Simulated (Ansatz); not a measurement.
Planning a run of Ansatz 0.2.0 on Bi2Te3 (Tellurobismuthite). The input:

```yaml
crystal:
  lattice:
    - [2.193, 1.2661291403, 10.1656666667]
    - [-2.193, 1.2661291403, 10.1656666667]
    - [0.0, -2.5322582807, 10.1656666667]
  atoms:
    - { symbol: Bi, position: [0.4, 0.4, 0.4] }
    - { symbol: Bi, position: [0.6, 0.6, 0.6] }
    - { symbol: Te, position: [0.0, 0.0, 0.0] }
    - { symbol: Te, position: [0.2095, 0.2095, 0.2095] }
    - { symbol: Te, position: [0.7905, 0.7905, 0.7905] }
kpoints:
  mp_grid: { grid: [4, 4, 4] }
hamiltonian:
  xc: pbe
  pseudopotentials: { kind: nc }
scf:
  occupations: { method: fixed }
gw:
  n_empty_bands: 706
  ecut_chi: 150.0
  qp_bands: [v6, c3]
  qp_kpoints: [[0, 0, 0]]
  screening: { model: contour_deformation }
```

```sh
ansatz run input.yaml --threads 3 --pin off --max-ram 92160MiB --backend cuda --events-out ev --progress --plain --runs-dir out --devices 1 --max-vram 13GiB
```

How long will it take on 1 × NVIDIA H100 80GB HBM3 (shared by 6 runs) with 3 threads of AMD EPYC 7R13 (Zen 3), shared host, and how much memory?

It took 2 min; on shared hardware allow 60 s to 4 min. Peak host memory was 4.2 GiB. The sizes that set the cost: 14359 plane waves a state, 13 irreducible k points, 745 bands summed, 729 plane waves in the screening and 8 SCF cycles.

The screening grows as filled bands × empty bands × pairs of k points, times the square of the screening basis for the matrix.

[Paths, hosts, dates, memory and timing lines, banners, echoed tables and standing remarks are left out of the program output.]

[Logs are printed without paths, hosts, clocks, repeated set-up lines and the standing remarks that a program may print on its own settings, such as how far it seeks lower states.]

[Runs of the session that timed out or met a known fault of the program may be left out.]

[Cells called generated may have been cut or substituted from an entry of the Crystallography Open Database or the Materials Project.]

[Hosts, paths, dates, database ids (printed as entryN), source tags and the programs' standing remarks are cut or masked in the printed files.]
